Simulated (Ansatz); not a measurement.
# SiC(111) slab, H on both faces (150 atoms): support functions against a reference

Wanted: errors and times of a linear-scaling basis for SiC(111) slab, H on both faces (150 atoms). A setting counts as converged where the r.m.s. difference of forces stays under 1 % of the r.m.s. force.

Calculated with Ansatz 0.2.0; Kohn-Sham DFT, PBE+D4, PAW (set soft_2), plane waves.

## (1) The starting structure

The cell holds 150 atoms: 50 Si, 50 C and 50 H. Cell: a = 15.415 Å, b = 15.415 Å, c = 15.717 Å, α = 90.0°, β = 90.0°, γ = 60.0°. It derives from SiC (zinc-blende). Zinc-blende SiC (a = 4.36 Å), (111) slab of 4 atomic planes, 5 x 5 surface cells, H on the broken bonds of both faces, 10 Å of vacuum; displaced by a Gaussian of 0.02 Å. Regions: slab, 100 atoms (50 Si and 50 C); hydrogen, 50 atoms (50 H). Vacuum lies along c.

Before any run, some limits are plain. Beside vacuum, support functions can miss their usual error bounds without a warning. Sampling is at Γ alone, for a cell whose shortest periodic width is 13 Å.

## (2) Plane-wave single point

This run is the reference for what follows, at a cutoff of 420 eV.

The input, input.yaml:

```yaml
crystal:
  lattice:
    - [15.41493, 0.0, 0.0]
    - [7.70746, 13.34972, 0.0]
    - [0.0, 0.0, 15.71656]
  atoms:
    - { symbol: Si, position: [0.13199, 0.1322, 0.42729] }
    - { symbol: C, position: [0.20097, 0.0003, 0.38983] }
    - { symbol: Si, position: [0.06336, 0.06719, 0.58581] }
    - { symbol: C, position: [0.13215, 0.13496, 0.54835] }
    - { symbol: Si, position: [0.13585, 0.3332, 0.42778] }
    - { symbol: C, position: [0.20032, 0.19981, 0.38685] }
    - { symbol: Si, position: [0.06828, 0.26428, 0.58902] }
    - { symbol: C, position: [0.13415, 0.33169, 0.54761] }
    - { symbol: Si, position: [0.13305, 0.53436, 0.42828] }
    - { symbol: C, position: [0.1971, 0.40286, 0.38757] }
    - { symbol: Si, position: [0.06698, 0.46773, 0.58839] }
    - { symbol: C, position: [0.13368, 0.53309, 0.54684] }
    - { symbol: Si, position: [0.13369, 0.73269, 0.42806] }
    - { symbol: C, position: [0.19927, 0.59942, 0.38997] }
    - { symbol: Si, position: [0.06596, 0.66629, 0.58896] }
    - { symbol: C, position: [0.13324, 0.73477, 0.54864] }
    - { symbol: Si, position: [0.13306, 0.93398, 0.42772] }
    - { symbol: C, position: [0.20021, 0.8018, 0.38456] }
    - { symbol: Si, position: [0.0674, 0.86517, 0.58561] }
    - { symbol: C, position: [0.13163, 0.93276, 0.54817] }
    - { symbol: Si, position: [0.33402, 0.1325, 0.42631] }
    - { symbol: C, position: [0.40046, 0.99862, 0.38785] }
    - { symbol: Si, position: [0.26585, 0.06658, 0.58912] }
    - { symbol: C, position: [0.33211, 0.13241, 0.54668] }
    - { symbol: Si, position: [0.3329, 0.33339, 0.42764] }
    - { symbol: C, position: [0.39953, 0.19827, 0.38845] }
    - { symbol: Si, position: [0.26875, 0.26786, 0.58867] }
    - { symbol: C, position: [0.3363, 0.3326, 0.54897] }
    - { symbol: Si, position: [0.33618, 0.5311, 0.42663] }
    - { symbol: C, position: [0.39827, 0.39956, 0.3878] }
    - { symbol: Si, position: [0.26799, 0.4652, 0.58748] }
    - { symbol: C, position: [0.33381, 0.53084, 0.54708] }
    [... 112 atom lines left out ...]
    - { symbol: H, position: [0.99711, 0.40352, 0.31987] }
    - { symbol: H, position: [0.86674, 0.46376, 0.6834] }
    - { symbol: H, position: [0.00179, 0.59834, 0.32001] }
    - { symbol: H, position: [0.86633, 0.66731, 0.68038] }
    - { symbol: H, position: [0.00109, 0.80044, 0.31925] }
    - { symbol: H, position: [0.86633, 0.86436, 0.68444] }
kpoints:
  mp_grid: { grid: [1, 1, 1] }
hamiltonian:
  xc: pbe
  dispersion: d4
scf:
  occupations: { method: fixed }
output:
  forces: true
  populations: intrinsic
  dos:
    method: { smearing: { sigma: 0.15 } }
    de: 0.1
    projected:
      site_lists:
        C: [C]
        H: [H]
        Si: [Si]
        hydrogen: [100, 101, 102, 103, 104, 105, 106, 107, 108, 109, 110, 111, 112, 113, 114, 115, 116, 117, 118, 119, 120, 121, 122, 123, 124, 125, 126, 127, 128, 129, 130, 131, 132, 133, 134, 135, 136, 137, 138, 139, 140, 141, 142, 143, 144, 145, 146, 147, 148, 149]
  eigenvalues: true
  write_density: true
  write_potential: true
  volumetric_format: npy
```

Command:

```sh
$ ansatz run input.yaml --threads 4 --pin off --max-ram 8192MiB --backend cpu --events-out ev --progress --plain --runs-dir out
```

Log:

```text
Engine: ansatz 0.2.0, aarch64-unknown-linux-gnu
Pseudopotentials: kind: paw
Pseudopotential: Si, paw, valence charge 4, recommended cutoff 420 eV (normal), Si.paw.azcp
Pseudopotential: C, paw, valence charge 4, recommended cutoff 420 eV (normal), C.paw.azcp
Pseudopotential: H, paw, valence charge 1, recommended cutoff 420 eV (normal), H.paw.azcp
[... 5 lines on functional and potentials left out ...]
Crystal: 150 atoms, lattice volume = 3234.232 Å³
Basis set: ecut = 420 eV, 63161 PW (Γ), exchange–correlation on 216×216×216 points (8 copies of the dense FFT grid, shifted against one another)
Bands: 375, of which v1, the nominal top of the filled ones, is band 225 counted from 1 (224 counted from 0)
Symmetry: 1 space group operations
Space group: P1 (ITA 1), of the structure as read, at distance tolerance 1.5e-4 Å
k-points: 1
[... 7 lines on functional and potentials left out ...]
Initial density: superposition of atomic densities (neutral atoms: chi_scale 0, normalization atom), corrected by the library's trained network
Initial wavefunctions: pseudopotential atomic-orbital guess
Functional: x = pbe(κ = 0.804, μ = 0.219515), c = pbe(β = 0.066725)
SCF iter   1: F=—  HF=-45175.639012 eV  |F-HF|=—  |Δ(HF+E_count)|=         —  Δρ=3.37e-3  dr2=9.19e-1  ethr=1.77e-3  ⟨swp⟩=5.0  Hψ=1583  notcnv=0  defer=144
preconditioner: auto → Resta (q_TF=auto, 1.964 Å⁻¹)  ε∞=2.4  [insulator: Δε(μ)=2.814 eV  Ē_g=11.874 eV  n_scr=404 (ndim 8)  ℏωp=13.9 eV  f_vac=0.512  ε∞_Penn≈2.4  vacuum switching on, ρ_ref=1.0e-2 e/Å³]
SCF iter   2: F=—  HF=-45175.463474 eV  |F-HF|=—  |Δ(HF+E_count)|=   1.76e-1  Δρ=1.12e-3  dr2=4.70e-2  ethr=2.04e-4  ⟨swp⟩=3.0  Hψ=553  notcnv=0  defer=148
SCF iter   3: F=—  HF=-45175.463335 eV  |F-HF|=—  |Δ(HF+E_count)|=   1.39e-4  Δρ=4.76e-4  dr2=1.01e-2  ethr=1.04e-5  ⟨swp⟩=2.0  Hψ=451  notcnv=0  defer=148
SCF iter   4: F=—  HF=-45175.465969 eV  |F-HF|=—  |Δ(HF+E_count)|=   2.63e-3  Δρ=2.38e-4  dr2=2.75e-3  ethr=2.24e-6  ⟨swp⟩=2.0  Hψ=408  notcnv=0  defer=148
SCF iter   5: F=—  HF=-45175.466319 eV  |F-HF|=—  |Δ(HF+E_count)|=   3.50e-4  Δρ=5.38e-5  dr2=1.28e-4  ethr=6.11e-7  ⟨swp⟩=3.0  Hψ=554  notcnv=0  defer=148
SCF iter   6: F=—  HF=-45175.466397 eV  |F-HF|=—  |Δ(HF+E_count)|=   7.75e-5  Δρ=1.37e-5  dr2=7.93e-6  ethr=2.84e-8  ⟨swp⟩=2.0  Hψ=404  notcnv=0  defer=146
SCF iter   7: F=—  HF=-45175.466146 eV  |F-HF|=—  |Δ(HF+E_count)|=   2.51e-4  Δρ=4.94e-6  dr2=6.41e-7  ethr=1.76e-9  ⟨swp⟩=2.0  Hψ=600  notcnv=0  defer=144
SCF iter   8: F=-45175.466146 eV  HF=-45175.466146 eV  |F-HF|=1.84e-8  |Δ(HF+E_count)|=   5.60e-7  Δρ=1.11e-6  dr2=6.13e-8  ethr=2.22e-11  ⟨swp⟩=45.0  Hψ=5742  notcnv=0
SCF 1 converged in 8 iterations: F = -45175.466146 eV  dr2 = 6.13e-8
  greatest PAW one-centre occupation: 0.652 electrons in one spin orbital (limit 2), on the C atom at site 77 (counted from 0), in its partial waves of l = 0
WARN: The output density's exchange-correlation potential varies sharply where the density is thin. Do not read a vacuum level from v_tot or v_xc, or from such a field of the output density. On a cell that repeats whose density bears no net charge and no dipole along the vacuum's axis use v_es (v_loc + v_h of the components); [...]
SCF converged after 8 iterations
Free energy (F): -45175.466146 eV
Harris-Foulkes:  -45175.466146 eV  (|F-HF|=1.84e-8)
Internal energy: -45175.466146 eV  (E = F + TS)
E sigma→0 (E₀):  -45175.466146 eV
Fermi energy:    0.003045 eV
--- Per-component energies (eV) ---
  E_band       = -2615.164199
  E_kinetic    = 7447.488708
  E_local      = -103678.130937  (includes V_loc(G=0)·N_el)
  E_nonlocal   = 2690.097388
  E_hartree    = 48721.716175
  E_xc         = -5704.562624
  E_vxc        = -6017.796033  (∫ρ·V_xc dr)
  E_paw        = -30637.075210  (= ΣΔE_a)
  E_vpaw       = -500.204041  (= ΣTr[D̂ρ^β])
  E_aug_tail   = -0.064677  (compensation charges beyond the density's cutoff)
  E_ewald      = 36010.173929
  E_disp       = -25.108898  (pairwise vdW)
  E_smearing   = -0.000000  (= −TS)
  E_closure    = -0.000000  (closes the sum)
  Σ components = -45175.466146   (vs F -45175.466146, Δ=0.00e0)
--- Forces (eV/Å), atoms counted from 1 ---
  atom   1  Si     1.26198363     0.58625986    -0.16391410
  atom   2  C     -0.31130605    -0.17151606    -0.11932035
  atom   3  Si     1.01543652    -0.15064660     0.87349830
  atom   4  C     -0.25394444    -1.06997749     0.00386007
  atom   5  Si    -0.99227326    -0.08298235    -0.65824534
  atom   6  C     -0.12266989    -0.04074311     1.30228098
  atom   7  Si     0.00329081     0.66860570    -1.23621293
  atom   8  C      0.38372435     0.51466346     0.61710926
  atom   9  Si    -0.48813733    -0.16437663    -0.66714898
  atom  10  C      0.83545611    -0.62777476     1.62150678
  atom  11  Si    -0.05916529    -0.66568690    -0.91663803
  atom  12  C      0.13778040     0.05573885     0.71997538
  atom  13  Si     0.25491503     0.58682234    -0.78936771
  atom  14  C      0.70969304     0.03327437    -0.24385018
[...]
atom 149  H      0.04563457     0.04277833    -2.10823208
  atom 150  H      0.12579866     0.09965807    -0.23600438
  max |Σ_I F_I| component: 7.13e-4 eV/Å
--- Band table (eV) ---
  k-point 0: bands = ["-14.7867", "-14.2056", "-14.1425", "-14.1133", [... 359 levels ...], "7.6627", "7.6745", "7.7895", "7.7975", "7.8067", "7.8295", "7.8495", "7.8707", "7.9040", "7.9181", "8.0194", "8.0402"]
--- intrinsic populations: 150 sites ---
  site symbol       q [e]
     0     Si      2.9313
     1      C      4.9936
     2     Si      3.1164
[...]
149      H      1.1132
  spilling = 0.000000 (of n_electrons = 450.000000)
```

The job ended after 60 s (4 threads of Arm Neoverse V1, shared host; peak memory 3.6 GiB; 3.8 min of CPU time).

The program notes that the exchange-correlation potential is rough where the density is thin.

Numbers from this run:

```
free energy                                      : -45175.4661 eV
free energy per atom                             : -301.1698 eV/atom
SCF cycles                                       : 8
r.m.s. force component                           : 0.7187 eV/Å
longest force                                    : 4.005 eV/Å
Fermi energy                                     : 0.003045 eV
gap (highest filled to lowest empty level) : 2.72 eV
```

The r.m.s. force component of 0.72 eV/Å sets the scale for the differences below.

## (3) Support functions medium

The cell is solved in localised support functions.

This step: Kohn-Sham DFT, PBE+D4, PAW (set soft_2), localised support functions (medium) (Ansatz 0.2.0).

input.yaml, the sections that differ from step 2:

```yaml
scf:
  occupations: { method: fixed }
  eigensolver: { kind: { support_functions: { accuracy: medium } } }
  mixing: { beta: 0.4 }
  max_iter: 150
output:
  forces: true
  eigenvalues: true
# crystal, kpoints, hamiltonian: as in step 2
```

Log:

```text
Warning: scf.eigensolver.kind.support_functions: disabling space-group detection — the functions' gradient is summed over unrotated k-points, so no spatial operation reduces the k-mesh or symmetrises the density; time reversal is kept, so that k and −k are solved as one point where they differ and the mesh holds both, and exact exchange and, on two spinor components, a DFT+U term hold to it where the run has them: [...]
settings of this run that can trade accuracy for cost: scf.eigensolver.kind.support_functions [...]
[...]
Crystal: 150 atoms, lattice volume = 3234.232 Å³
Basis set: ecut = 420 eV, 63161 PW (Γ), exchange–correlation on 216×216×216 points (8 copies of the dense FFT grid, shifted against one another)
Bands: 270, of which v1, the nominal top of the filled ones, is band 225 counted from 1 (224 counted from 0)
Symmetry: 1 space group operations
k-points: 1
[...]
SCF iter   1: F=—  HF=-45247.962464 eV  |F-HF|=—  |Δ(HF+E_count)|=         —  Δρ=9.26e-2  dr2=3.49e2  ethr=1.00e-1
[...]
SCF iter  11: F=—  HF=-45175.781397 eV  |F-HF|=—  |Δ(HF+E_count)|=   1.36e-3  Δρ=2.01e-5  dr2=1.33e-5  ethr=1.36e-8  κ⁻¹=2.9e-7(r=7)
SCF iter  12: F=-45175.782414 eV  HF=-45175.782413 eV  |F-HF|=1.50e-6  |Δ(HF+E_count)|=   1.02e-3  Δρ=5.91e-6  dr2=1.32e-6  ethr=2.95e-9
SCF 1 converged in 12 iterations: F = -45175.793718 eV  dr2 = 1.32e-6
[...]
SCF converged after 12 iterations
Stability not checked: this state was not tested for a lower state beside it, because the mixer in use, unlike msr1, does not test its closes by its own steps (another_mixer; see scf.mixing.algorithm and scf.lower_state_search)
Free energy (F): -45175.793718 eV
[...]
Internal energy: -45175.793718 eV  (E = F + TS)
E sigma→0 (E₀):  -45175.793718 eV
Fermi energy:    0.002945 eV
[...]
Σ components = -45175.793718   (vs F -45175.793718, Δ=0.00e0)
--- Forces (eV/Å), atoms counted from 1 ---
  atom   1  Si     1.26196200     0.58615430    -0.16464466
  atom   2  C     -0.31130640    -0.17139685    -0.12887518
  atom   3  Si     1.01547738    -0.15071978     0.87558881
  atom   4  C     -0.25402130    -1.07029425     0.00310781
[...]
atom 150  H      0.12600494     0.09973065    -0.23841461
  max |Σ_I F_I| component: 9.08e-2 eV/Å
--- Band table (eV) ---
[...]
```

It took 2.7 min on 4 threads; peak memory 5.1 GiB.

The program notes that the band table was not solved further than the SCF left it and it switched symmetry off.

Keys that differ from the reference: support_functions.accuracy = "medium", scf.max_iter = 150 and scf.mixing.beta = 0.4.

Forces differ from the reference by 3.3 meV/Å r.m.s., 0.46 % of their size, within a tolerance of 1 %; the energy by -2.2 meV/atom. It took roughly 2.7 times the reference's time (one timing each, with unlike analyses asked), in 12 cycles against 8.

## (4) Support functions low

With localised support functions most steps grow linearly with size, though the diagonalisation grows faster unless the density matrix is cut; this run measures error and cost at this size.

This step: Kohn-Sham DFT, PBE+D4, PAW (set soft_2), localised support functions (low) (Ansatz 0.2.0).

input.yaml, the sections that differ from step 3:

```yaml
scf:
  occupations: { method: fixed }
  eigensolver: { kind: { support_functions: { accuracy: low } } }
  mixing: { beta: 0.4 }
  max_iter: 150
# crystal, kpoints, hamiltonian, output: as in step 3
```

Log:

```text
[...]
Crystal: 150 atoms, lattice volume = 3234.232 Å³
Basis set: ecut = 420 eV, 63161 PW (Γ), exchange–correlation on 216×216×216 points (8 copies of the dense FFT grid, shifted against one another)
Bands: 270, of which v1, the nominal top of the filled ones, is band 225 counted from 1 (224 counted from 0)
Symmetry: 1 space group operations
k-points: 1
[...]
SCF iter   1: F=—  HF=-45247.954303 eV  |F-HF|=—  |Δ(HF+E_count)|=         —  Δρ=9.26e-2  dr2=3.49e2  ethr=1.00e-1
[...]
SCF iter  10: F=—  HF=-45175.778934 eV  |F-HF|=—  |Δ(HF+E_count)|=   1.97e-3  Δρ=4.12e-5  dr2=6.11e-5  ethr=9.32e-8  κ⁻¹=1.6e-7(r=7)
SCF iter  11: F=-45175.780372 eV  HF=-45175.780376 eV  |F-HF|=3.81e-6  |Δ(HF+E_count)|=   1.44e-3  Δρ=2.02e-5  dr2=1.33e-5  ethr=1.36e-8
SCF 1 converged in 11 iterations: F = -45175.793714 eV  dr2 = 1.33e-5
[...]
SCF converged after 11 iterations
[...]
Free energy (F): -45175.793714 eV
[...]
Internal energy: -45175.793714 eV  (E = F + TS)
E sigma→0 (E₀):  -45175.793714 eV
Fermi energy:    0.002094 eV
[...]
Σ components = -45175.793714   (vs F -45175.793714, Δ=0.00e0)
--- Forces (eV/Å), atoms counted from 1 ---
  atom   1  Si     1.26198774     0.58615416    -0.16471033
  atom   2  C     -0.31131270    -0.17136655    -0.12895476
  atom   3  Si     1.01558634    -0.15078624     0.87618718
  atom   4  C     -0.25398488    -1.07036996     0.00286980
[...]
atom 150  H      0.12603182     0.09974366    -0.23876677
  max |Σ_I F_I| component: 9.43e-2 eV/Å
--- Band table (eV) ---
[...]
```

It took 2.1 min on 4 threads; peak memory 4.9 GiB; 8.1 min of CPU time.

Keys that differ from the reference: support_functions.accuracy = "low", scf.max_iter = 150 and scf.mixing.beta = 0.4.

Forces differ from the reference by 3.3 meV/Å r.m.s., 0.46 % of their size, within a tolerance of 1 %; the energy by -2.2 meV/atom. It took roughly 2.1 times the reference's time (one timing each, with unlike analyses asked), in 11 cycles against 8.

## (5) Support functions high

The cell is solved in localised support functions.

This step: Kohn-Sham DFT, PBE+D4, PAW (set soft_2), localised support functions (high) (Ansatz 0.2.0).

input.yaml: that of step 4 with these lines changed.

```diff
@@ -14,3 +14,3 @@
   occupations: { method: fixed }
-  eigensolver: { kind: { support_functions: { accuracy: low } } }
+  eigensolver: { kind: { support_functions: { accuracy: high } } }
   mixing: { beta: 0.4 }
```

Log:

```text
[...]
Crystal: 150 atoms, lattice volume = 3234.232 Å³
Basis set: ecut = 420 eV, 63161 PW (Γ), exchange–correlation on 240×240×240 points (8 copies of the dense FFT grid, shifted against one another)
Bands: 270, of which v1, the nominal top of the filled ones, is band 225 counted from 1 (224 counted from 0)
Symmetry: 1 space group operations
k-points: 1
[...]
SCF iter   1: F=—  HF=-45248.374775 eV  |F-HF|=—  |Δ(HF+E_count)|=         —  Δρ=9.29e-2  dr2=3.50e2  ethr=1.00e-1
[...]
SCF iter  14: F=—  HF=-45175.787719 eV  |F-HF|=—  |Δ(HF+E_count)|=   2.21e-4  Δρ=1.18e-6  dr2=4.31e-8  ethr=1.26e-10  κ⁻¹=1.1e-5(r=7)
SCF iter  15: F=-45175.787905 eV  HF=-45175.787905 eV  |F-HF|=9.97e-10  |Δ(HF+E_count)|=   1.87e-4  Δρ=6.42e-7  dr2=1.30e-8  ethr=9.58e-12
SCF 1 converged in 15 iterations: F = -45175.790780 eV  dr2 = 1.30e-8
[...]
SCF converged after 15 iterations
[...]
Free energy (F): -45175.790780 eV
[...]
Internal energy: -45175.790780 eV  (E = F + TS)
E sigma→0 (E₀):  -45175.790780 eV
Fermi energy:    0.002742 eV
[...]
Σ components = -45175.790780   (vs F -45175.790780, Δ=0.00e0)
--- Forces (eV/Å), atoms counted from 1 ---
  atom   1  Si     1.26198855     0.58626510    -0.16415287
  atom   2  C     -0.31120518    -0.17145375    -0.12797610
  atom   3  Si     1.01552590    -0.15059066     0.87535291
  atom   4  C     -0.25397188    -1.07036022     0.00307099
[...]
atom 150  H      0.12597481     0.09981306    -0.23794796
  max |Σ_I F_I| component: 2.13e-3 eV/Å
--- Band table (eV) ---
[...]
```

Elapsed: 6.7 min, on 4 threads; peak memory 7.5 GiB.

Keys that differ from the reference: support_functions.accuracy = "high", scf.max_iter = 150 and scf.mixing.beta = 0.4.

Forces differ from the reference by 3.3 meV/Å r.m.s., 0.46 % of their size, within a tolerance of 1 %; the energy by -2.2 meV/atom. It took roughly 6.7 times the reference's time (one timing each, with unlike analyses asked), in 15 cycles against 8.

(Part 1 of 3 ends here.)

[Long decimals in the printed logs are rounded to 6 places.]

[Logs are printed without paths, hosts, clocks, repeated set-up lines and the standing remarks that a program may print on its own settings, such as how far it seeks lower states.]

[Hosts, paths, dates, database ids (printed as entryN), source tags and the programs' standing remarks are cut or masked in the printed files.]
